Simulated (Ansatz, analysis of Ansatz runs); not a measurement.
# Moving an added hole between O sites in Na2MoO4 (Fd-3m)

Question: does an added hole stay on the O atom where it is started in Na2MoO4 (Fd-3m), and if so, how high is the barrier for a hop to another O site nearby? Model: a cell of 56 host atoms.

Method: plane-wave PAW DFT, PBEsol+U; relaxation of all atoms of a supercell at fixed charge in a uniform background; PAW set soft_1, in Ansatz 0.2.0.

This is a report of a sequence of runs, with most program output left out.

**1. Starting point**

The cell holds 56 atoms: 16 Na, 8 Mo and 32 O. Its edges and angles: a = 9.086 Å, b = 9.086 Å, c = 9.086 Å, α = 90.0°, β = 90.0°, γ = 90.0°. It derives from Na2MoO4 (space group Fd-3m). Nearest the centre at fractional (0.387, 0.500, 0.500): Mo20 at 1.02 Å, O30 at 1.45 Å, O49 at 1.45 Å, O36 at 2.51 Å, O39 at 2.51 Å, Na2 at 2.87 Å, Na5 at 2.87 Å, O45 at 2.88 Å.

Hubbard terms: O p 6.0 eV. They were chosen, not fitted, to curb self-interaction in the shells named, the trial site's among them. The two sites are O30 and O49. The cell's shortest repeat is 9.1 Å.

**2. The cell without the carrier**

The neutral cell is relaxed first, from small random displacements, so that bond lengths and moments with the carrier can be set beside those of a relaxed cell without it.

neutral.relax/input.yaml reads:

```yaml
crystal:
  lattice:
    - [9.08595436, 0.0, 0.0]
    - [0.0, 9.08595436, 0.0]
    - [0.0, 0.0, 9.08595436]
  atoms:
    - { symbol: Na, position: [0.125, 0.125, 0.125] }
    - { symbol: Na, position: [0.125, 0.625, 0.625] }
    - { symbol: Na, position: [0.625, 0.125, 0.625] }
    - { symbol: Na, position: [0.625, 0.625, 0.125] }
    - { symbol: Na, position: [0.125, 0.375, 0.375] }
    - { symbol: Na, position: [0.125, 0.875, 0.875] }
    - { symbol: Na, position: [0.625, 0.375, 0.875] }
    - { symbol: Na, position: [0.625, 0.875, 0.375] }
[... 44 atom lines left out ...]
    - { symbol: O, position: [0.362752, 0.137248, 0.637248] }
    - { symbol: O, position: [0.362752, 0.637248, 0.137248] }
    - { symbol: O, position: [0.862752, 0.137248, 0.137248] }
    - { symbol: O, position: [0.862752, 0.637248, 0.637248] }
basis:
  ecutwfc: 420
  xc_grid: 2
hamiltonian:
  xc: pbesol
  hubbard:
    sites: [{ species: O, l: p, u_eff: 6.0 }]
    projectors: ortho-atomic
  pseudopotentials: { kind: paw, azcp: { folder: soft_1 }, xc_functional: pbe }
kpoints:
  mp_grid: { grid: [1, 1, 1] }
scf:
  occupations: { method: fermi_dirac, width: 0.01 }
  max_iter: 120
  lower_state_search: "off"
output:
  forces: true
relax:
  f_tol: 0.02
  max_steps: 70
  random_displacement: { amplitude: 0.04, seed: 2301 }
checkpoint:
  write: "../neutral.relax.run"
  compress: false
  write_wavefunctions: true
  write_every: 100000
```

Run with:

```
> ansatz run input.yaml --threads 8 --pin off --max-ram 18841MiB --backend cpu --events-out ev --progress --plain --runs-dir out
```

Wall time 12 s (8 threads of Arm Neoverse V2, shared host); peak memory 1 GiB; 85 s of CPU time.

The largest displacement from an ideal site is 0.012 Å.

**3. The hole on the first site**

The nearest neighbour or neighbours of the site start displaced and the site's starting moment is changed by the carrier's spin, since a carrier doesn't trap itself in the undistorted lattice.

A.relax/input.yaml reads:

```yaml
crystal:
  lattice:
    - [9.08595436, 0.0, 0.0]
    - [0.0, 9.08595436, 0.0]
    - [0.0, 0.0, 9.08595436]
  atoms:
    - { symbol: Na, position: [0.124783, 0.125243, 0.124439] }
    - { symbol: Na, position: [0.125133, 0.624709, 0.624759] }
    - { symbol: Na, position: [0.624789, 0.124878, 0.624557] }
    - { symbol: Na, position: [0.625052, 0.625143, 0.124625] }
    - { symbol: Na, position: [0.125103, 0.374772, 0.374609] }
    - { symbol: Na, position: [0.12494, 0.874834, 0.87471] }
    - { symbol: Na, position: [0.625143, 0.375317, 0.874497] }
    - { symbol: Na, position: [0.625041, 0.874794, 0.374872] }
[... 44 atom lines left out ...]
    - { symbol: O, position: [0.361965, 0.13784, 0.637276] }
    - { symbol: O, position: [0.362309, 0.637869, 0.137369] }
    - { symbol: O, position: [0.862123, 0.137887, 0.137346] }
    - { symbol: O, position: [0.862087, 0.63791, 0.637578] }
total_charge: 1
basis:
  ecutwfc: 420
  xc_grid: 2
hamiltonian:
  xc: pbesol
  hubbard:
    sites: [{ species: O, l: p, u_eff: 6.0 }]
    projectors: ortho-atomic
  pseudopotentials: { kind: paw, azcp: { folder: soft_1 }, xc_functional: pbe }
kpoints:
  mp_grid: { grid: [1, 1, 1] }
magnetization:
  spin_polarized: true
  initial_magnetization: 1
  spin_locking: { lock_magnetization: hard }
scf:
  occupations: { method: fermi_dirac, width: 0.01 }
  max_iter: 120
  lower_state_search: "off"
output:
  forces: true
relax:
  f_tol: 0.015
  max_steps: 70
  escape_saddle: false
checkpoint:
  write: "../A.relax.run"
  compress: false
  write_wavefunctions: true
  write_every: 100000
```

Wall time 33 s (8 threads); peak memory 1.5 GiB; 4 min of CPU time.

Relaxation path:

```
step  energy less that of the first step (eV)  largest force component (eV/Å)
   1                                   0.0000                          1.3247
   2                                  -0.4023                          0.4886
   3                                  -0.4515                          0.1398
   4                                  -0.4648                          0.0249
   5                                  -0.4652                          0.0140
```

The atoms that moved most (Å):

```
atom      dx      dy      dz  length
Na10  -0.037   0.155   0.074   0.175
Na14  -0.038   0.069   0.153   0.173
 Na2  -0.136   0.041   0.033   0.145
 O25   0.038   0.096  -0.078   0.130
 O26   0.033  -0.079   0.096   0.128
 O49   0.060  -0.055  -0.052   0.096
Na13  -0.006  -0.079  -0.024   0.082
 O53   0.033   0.068  -0.032   0.082
```

The moves above count from the input, in which the site's nearest neighbours were already displaced; the distances below compare with the cell without the carrier.

Distances from O30 without and with the hole:

```
atom  without (Å)  with (Å)
Mo20         1.77      1.95
Na14         2.39      2.52
 Na2         2.39      2.47
Na10         2.39      2.53
```

The largest changes of the moments are 0.78 μB on O30, 0.05 μB on O36 and 0.04 μB on O39. The largest part sits on the chosen site.

**4. The hole on the second site**

The same start is made on the second site, to get the end of the hop.

B.relax/input.yaml reads:

```yaml
crystal:
  lattice:
    - [9.08595436, 0.0, 0.0]
    - [0.0, 9.08595436, 0.0]
    - [0.0, 0.0, 9.08595436]
  atoms:
    - { symbol: Na, position: [0.124783, 0.125243, 0.124439] }
    - { symbol: Na, position: [0.125133, 0.624709, 0.624759] }
[... 17 atom lines left out ...]
    - { symbol: Mo, position: [0.512718, 0.512592, 0.512241] }
[... 9 atom lines left out ...]
    - { symbol: O, position: [0.387897, 0.61209, 0.611747] }
[... 5 atom lines left out ...]
    - { symbol: O, position: [0.612273, 0.612113, 0.38752] }
[... 2 atom lines left out ...]
    - { symbol: O, position: [0.612172, 0.387767, 0.611756] }
[... 9 atom lines left out ...]
    - { symbol: O, position: [0.387918, 0.387839, 0.387387], spin: 1.0 }
[... 6 atom lines left out ...]
    - { symbol: O, position: [0.862087, 0.63791, 0.637578] }
total_charge: 1
basis:
  ecutwfc: 420
  xc_grid: 2
hamiltonian:
  xc: pbesol
  hubbard:
    sites: [{ species: O, l: p, u_eff: 6.0 }]
    projectors: ortho-atomic
  pseudopotentials: { kind: paw, azcp: { folder: soft_1 }, xc_functional: pbe }
kpoints:
  mp_grid: { grid: [1, 1, 1] }
magnetization:
  spin_polarized: true
  initial_magnetization: 1
  spin_locking: { lock_magnetization: hard }
scf:
  occupations: { method: fermi_dirac, width: 0.01 }
  max_iter: 120
  lower_state_search: "off"
output:
  forces: true
relax:
  f_tol: 0.015
  max_steps: 70
  escape_saddle: false
checkpoint:
  write: "../B.relax.run"
  compress: false
  write_wavefunctions: true
  write_every: 100000
```

Elapsed: 32 s, on 8 threads; peak memory 1.5 GiB.

Distances from O49 without and with the hole:

```
atom  without (Å)  with (Å)
Mo20         1.76      1.95
 Na5         2.39      2.47
Na13         2.39      2.52
 Na9         2.40      2.53
```

The largest changes of the moments are 0.78 μB on O49, 0.05 μB on O36 and 0.04 μB on O39. The largest part sits on the chosen site.

**5. Points on the line between the two structures**

All atoms move on the straight line between the two relaxed structures, 3.06 amu^1/2 Å long in mass-weighted terms. Each point starts from the state of the point before, once from either end, so that both localised states can be followed; the midpoint is also started with the carrier shared.

A.x0500/input.yaml reads:

```yaml
crystal:
  lattice:
    - [9.08595436, 0.0, 0.0]
    - [0.0, 9.08595436, 0.0]
    - [0.0, 0.0, 9.08595436]
  atoms:
    - { symbol: Na, position: [0.124113, 0.123791, 0.123245] }
    - { symbol: Na, position: [0.115084, 0.628692, 0.628061] }
[... 17 atom lines left out ...]
    - { symbol: Mo, position: [0.505385, 0.499555, 0.499569] }
[... 9 atom lines left out ...]
    - { symbol: O, position: [0.387976, 0.616013, 0.615893], spin: 1.0 }
[... 5 atom lines left out ...]
    - { symbol: O, position: [0.612916, 0.610288, 0.388844] }
[... 2 atom lines left out ...]
    - { symbol: O, position: [0.613255, 0.388992, 0.610123] }
[... 5 atom lines left out ...]
    - { symbol: O, position: [0.141782, 0.367269, 0.63185] }
[... 3 atom lines left out ...]
    - { symbol: O, position: [0.387981, 0.383228, 0.383113] }
[... 6 atom lines left out ...]
    - { symbol: O, position: [0.857734, 0.635758, 0.63525] }
total_charge: 1
basis:
  ecutwfc: 420
  xc_grid: 2
hamiltonian:
  xc: pbesol
  hubbard:
    sites: [{ species: O, l: p, u_eff: 6.0 }]
    projectors: ortho-atomic
  pseudopotentials: { kind: paw, azcp: { folder: soft_1 }, xc_functional: pbe }
kpoints:
  mp_grid: { grid: [1, 1, 1] }
magnetization:
  spin_polarized: true
  initial_magnetization: 1
  spin_locking: { lock_magnetization: hard }
scf:
  occupations: { method: fermi_dirac, width: 0.01 }
  max_iter: 120
  lower_state_search: "off"
output:
  forces: true
  eigenvalues: true
  eigenstates: { localisation: true }
  write_density: true
  write_potential: true
  volumetric_format: npy
checkpoint:
  read: "../A.x0375.run"
  write: "../A.x0500.run"
  compress: false
  write_wavefunctions: true
  write_every: 100000
```

The job ended after 16 s (8 threads; peak memory 1.5 GiB; 1.9 min of CPU time).

From eigenstates.tsv, first k-point; energies on the run's zero. The participation number counts the atoms that a state is spread over, of 56; bands count from 0.

```
spin  band  energy (eV)  occupation  participation  largest share on  share
down   217        2.523        1.00           28.0               O38   0.05
down   218        2.523        1.00           22.6               O35   0.07
down   219        2.532        1.00           21.6               O46   0.08
down   220        2.535        1.00           18.4               O28   0.10
down   221        2.538        1.00           17.6               O33   0.09
down   222        2.702        1.00           13.1               O30   0.14
down   223        4.592        0.00            2.5               O30   0.45
down   224        6.489        0.00            2.7              Mo20   0.58
down   225        7.215        0.00            5.3              Mo20   0.39
down   226        7.450        0.00           16.5              Mo19   0.13
down   227        7.479        0.00           17.4              Mo17   0.13
  up   218        2.517        1.00           27.5               O32   0.05
  up   219        2.518        1.00           18.6               O29   0.11
  up   220        2.520        1.00           22.5               O40   0.07
  up   221        2.533        1.00           22.3               O46   0.08
  up   222        2.535        1.00           18.3               O28   0.10
  up   223        2.536        1.00           17.7               O33   0.09
  up   224        6.329        0.00            2.4              Mo20   0.63
  up   225        6.559        0.00            2.6              Mo20   0.59
  up   226        7.442        0.00           16.6              Mo23   0.10
  up   227        7.448        0.00           16.6              Mo19   0.13
  up   228        7.568        0.00            8.0              Mo23   0.23
```

Under PBEsol+U (6 eV) at the zone centre alone, the highest filled state is spin down, spread over 13 of 56 atoms, and the lowest empty one, 1.89 eV above it, is spin down, spread over 2 of 56 atoms.

The largest moments in the atoms' spheres: O30 0.56, O49 0.56, Mo20 -0.13, O39 -0.03, O36 -0.03, O48 0.00 μB.

Spin density in the bc plane at fractional x = 0.387, through the centre, with atoms of Na and O within 0.45 Å of it.

Values in units of 1e-1 e/Å³, 13 rows by 16 columns, each cell a mean:
```
 0.0  0.0  0.0  0.0  0.0  0.0  0.0  0.0  0.0  0.0  0.0  0.0  0.0  0.0  0.0  0.0
 0.0  0.0  0.0  0.0  0.0  0.0  0.0  0.0  0.0  0.0  0.0  0.0  0.0  0.0  0.0  0.0
 0.0  0.0  0.0  0.0  0.0  0.0  0.0  0.0  0.0  0.0  0.0  0.0  0.0  0.0  0.0  0.0
 0.0  0.0  0.0  0.0  0.0  0.0  0.0  0.0  0.0  0.0  0.1  0.0  0.0  0.0  0.0  0.0
 0.0  0.0  0.0  0.0  0.0  0.0  0.0  0.0  0.0  2.5  3.3  0.2  0.0  0.0  0.0  0.0
 0.0  0.0  0.0  0.0  0.0  0.0 -0.1 -0.2 -0.2  1.9  1.2  0.0  0.0  0.0  0.0  0.0
 0.0  0.0  0.0  0.0  0.0  0.0  0.0 -0.4 -0.6 -0.2  0.0  0.0  0.0  0.0  0.0  0.0
 0.0  0.0  0.0  0.0  0.0  1.0  4.4  0.4 -0.2 -0.1  0.0  0.0  0.0  0.0  0.0  0.0
 0.0  0.0  0.0  0.0  0.1  1.2  2.1  0.1  0.0  0.0  0.0  0.0  0.0  0.0  0.0  0.0
 0.0  0.0  0.0  0.0  0.0  0.0  0.0  0.0  0.0  0.0  0.0  0.0  0.0  0.0  0.0  0.0
 0.0  0.0  0.0  0.0  0.0  0.0  0.0  0.0  0.0  0.0  0.0  0.0  0.0  0.0  0.0  0.0
 0.0  0.0  0.0  0.0  0.0  0.0  0.0  0.0  0.0  0.0  0.0  0.0  0.0  0.0  0.0  0.0
 0.0  0.0  0.0  0.0  0.0  0.0  0.0  0.0  0.0  0.0  0.0  0.0  0.0  0.0  0.0  0.0
```
Columns run along b (9.1 Å), rows up along c (9.1 Å). Atoms in or near the plane, at fractional coordinates: Na at (0.37, 0.11), Na at (0.89, 0.63), Na at (0.11, 0.37), Na at (0.63, 0.89), O at (0.37, 0.85), O at (0.85, 0.37), O at (0.11, 0.11), O at (0.62, 0.62), O at (0.38, 0.38), O at (0.89, 0.89), O at (0.15, 0.63), O at (0.63, 0.15).

Valence density in the bc plane at fractional x = 0.387, through the centre, with atoms of Na and O within 0.45 Å of it. It is the smooth field of the valence electrons, not physical close to the nuclei.

Ten steps, logarithmic in the rise over the least value, from '0' (0 e/Å³) to '9' (17 e/Å³), each cell a mean:
```
2110000011100012310023443
2100000234320148851136764
1000001367631169961147874
1000001467631147741135653
0000001356520012210013331
0001111223210000000001110
0123321111000022210001210
0246642100000245531026761
1257752000001367741038983
0256642000001367741027872
0123321000012345531002320
0011100001122222210000000
0011000123332110000112210
0366300256642100000245421
1599610368752000001367641
1589610257642000001367641
0255200124320000001245420
0011000001100011211122110
0122100001000124432110000
1355310145410246652100000
2577521379730257752000000
3577521389830145541000001
2455410146410012210000011
2232100011100001100001122
```
Columns run along b (9.1 Å), rows up along c (9.1 Å). Atoms in or near the plane, at fractional coordinates: Na at (0.37, 0.11), Na at (0.89, 0.63), Na at (0.11, 0.37), Na at (0.63, 0.89), O at (0.37, 0.85), O at (0.85, 0.37), O at (0.11, 0.11), O at (0.62, 0.62), O at (0.38, 0.38), O at (0.89, 0.89), O at (0.15, 0.63), O at (0.63, 0.15).

Electrostatic potential energy in the bc plane at fractional x = 0.387, through the centre, with atoms of Na and O within 0.45 Å of it. With pseudopotentials it is smooth inside the atoms' cores, unlike the true potential.

Ten even steps from '_' (-50 eV) to '@' (11 eV), each cell a mean:
```
##%%%%@@@@@@@@@@@@@@@@@@@@@@%%####%%@@@@@@%%######
%%%%@@@@@@@@@@@@%%##%%@@@@@@++....++@@@@%%==--==##
@@@@@@@@@@@@@@%%==--==%%@@%%--____--%%@@##--..--##
@@@@@@@@@@@@@@%%--::--%%@@@@**::..**@@@@%%++--++@@
@@@@@@@@@@@@%%%%**==**@@@@@@%%####%%@@@@@@@@%%@@@@
@@@@@@@@@@%%%%%%@@@@@@@@@@@@@@@@@@@@@@@@@@@@@@@@@@
@@@@@@%%%%%%%%%%@@@@@@@@@@@@@@@@@@@@@@@@@@%%##%%@@
@@@@##====##@@@@@@@@@@@@@@@@##++**@@@@@@%%--..==%%
@@@@++::::**@@@@@@@@@@@@@@%%--..::##@@@@**______##
@@@@**--==##@@@@@@@@@@%%%%%%--..--##@@@@##::__::%%
@@@@@@%%%%@@@@@@@@@@%%%%%%%%**++**@@@@@@@@##**##@@
@@@@@@@@@@@@@@@@@@@@%%%%####%%@@@@@@@@@@@@@@@@@@@@
@@@@%%%%@@@@@@@@@@%%%%%%####%%@@@@@@@@@@@@@@@@@@@@
@@##==--##@@@@@@**----**%%%%%%@@@@@@@@@@##++**@@@@
@@==____--%%@@@@==....++@@@@@@@@@@@@@@%%==::--##@@
@@++____==%%@@@@**----##@@@@@@@@@@@@@@%%==::==%%@@
@@%%++++##@@@@@@@@%%%%@@@@@@@@@@@@@@%%%%##**##@@@@
@@@@@@@@@@@@@@@@@@@@@@@@@@@@@@@@@@@@%%%%@@@@@@@@@@
@@@@@@@@@@@@@@@@@@%%@@@@@@@@@@####%%%%%%@@@@@@@@@@
@@%%****%%@@@@%%**==**%%@@@@##----**@@@@@@@@@@@@@@
@@**::::++@@@@##..__..##@@@@**--::++@@@@@@@@@@@@@@
%%++::::++@@@@##..__..##@@@@%%++++%%@@@@@@@@@@@@@@
%%##++++%%@@@@%%++--++%%@@@@@@@@@@@@@@@@@@@@@@%%%%
####%%@@@@@@@@@@@@%%@@@@@@@@@@@@@@@@@@@@@@@@@@%%##
```
Columns run along b (9.1 Å; values clipped at the 3rd and 97th percentile), rows up along c (9.1 Å). Atoms in or near the plane, at fractional coordinates: Na at (0.37, 0.11), Na at (0.89, 0.63), Na at (0.11, 0.37), Na at (0.63, 0.89), O at (0.37, 0.85), O at (0.85, 0.37), O at (0.11, 0.11), O at (0.62, 0.62), O at (0.38, 0.38), O at (0.89, 0.89), O at (0.15, 0.63), O at (0.63, 0.15).

Free energies from the first end:

```
started from  fraction  energy (eV)  moment change on O30 (μB)  on O49 (μB)
  first site         0        0.000                       0.78        -0.01
  first site     0.125        0.028                       0.77        -0.01
  first site      0.25        0.112                       0.75        -0.01
  first site     0.375        0.215                       0.70         0.30
  first site       0.5        0.263                       0.56         0.56
  first site     0.625        0.215                       0.30         0.70
 second site     0.875        0.028                      -0.01         0.77
 second site      0.75        0.112                      -0.01         0.75
 second site     0.625        0.215                       0.30         0.70
 second site       0.5        0.263                       0.56         0.56
 second site     0.375        0.215                       0.70         0.30
      shared       0.5        0.263                       0.56         0.56
 second site         1        0.000                      -0.01         0.78
```

**6. Summary of results**

```json
{
  "barrier forward": "0.26 eV",
  "barrier backward": "0.26 eV",
  "distance of the two sites without the carrier": "2.88 Å",
  "carrier at the midpoint": "shared"
}
```

What this shows: On this line the hole must cross 0.26 eV to hop 2.88 Å; both ends have the same energy within 0.005 eV. At the midpoint the lowest state found shares the carrier between both sites, and no finished start kept it on one. That fits an adiabatic hop but does not prove it, since self-interaction left by this U favours sharing too. With an assumed attempt frequency of 1e13 per second the rate at 300 K would be 4e+08 per second for this barrier, if every crossing succeeded. A straight line need not be the lowest path, so the true barrier at this U can be lower, or higher if the ends can still break their symmetry. No run compares the localised hole with one spread in the band, so its binding is unknown and the barrier may exceed it. The program's search for lower electronic states was switched off in all runs, so that each state is followed; none is shown to be the lowest at its structure. No image-charge correction is applied; it nearly cancels along the line while the charge stays localised. What this leaves open: sampling at the zone centre alone can move energies of charged and open-shell states by tenths of an eV or more in cells of this size; gap and trapping depend on the U chosen (O p 6.0 eV).

[Logs are printed without paths, hosts, clocks, repeated set-up lines and the standing remarks that a program may print on its own settings, such as how far it seeks lower states.]

[Hosts, paths, dates, database ids (printed as entryN), source tags and the programs' standing remarks are cut or masked in the printed files.]
